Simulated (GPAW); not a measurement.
# Surface energy and work function of Sr(100) from slabs of 4 to 14 layers (RPBE)

How do energy and work function of Sr(100) films settle with thickness, and what surface energy follows?

How it was computed: GPAW 26.7.0, plane waves at 450 eV with PAW setups; symmetric 1×1 slabs cut at the tabulated lattice constant (two decimals; low-temperature values for the alkali metals), atoms at bulk places, 7.5 Å of vacuum on each side, one in-plane mesh for all thicknesses, Fermi-Dirac smearing of 0.1 eV. Energies are extrapolated to zero smearing and count from the program's reference atoms. Functional RPBE. The cell's area is 18.483 Å².

Results, with one row withheld:

```tsv
layers	energy (eV)	work function (eV)
4	−5.2557	2.48
5	−6.7442	2.48
6	−8.2320	2.47
7	−9.7221	2.47
8	−11.2111	2.47
9	−12.6996	2.47
10	−14.1883	2.47
11	−15.6769	2.47
12	−17.1656	2.47
14	?	?
```

**Question.** What surface energy do these runs give, and what energy and work function should the 14-layer slab have?

Worked answer. A slab of n layers has E(n) = nε + 2Aγ once its middle is bulk-like. A line through n = 6 to 12 has the slope ε = −1.4888 eV a layer and the intercept 2Aγ = 0.7002 eV (r.m.s. residual 0.4 meV). So γ = 0.7002 / (2 × 18.483 Å²) = 0.0189 eV/Å² = 0.30 J/m², with a standard error of under 0.01 J/m² from the scatter about the line. For 14 layers: 0.7002 + 14 × (−1.4888) = −20.144 eV; the run gives −20.143 eV, 0.6 meV over the line. The work function has no such law: from 6 to 12 layers it stays at 2.47 eV, and the 14-layer slab gives 2.47 eV. The thinnest slab, 4 layers, lies +0.01 eV from that mean.

**Limits.** The surfaces are unrelaxed, so γ is an upper bound for this functional and lattice constant. The tabulated lattice constant isn't the functional's own, which strains the slab a little.

[Logs are printed without paths, hosts, clocks, repeated set-up lines and the standing remarks that a program may print on its own settings, such as how far it seeks lower states.]
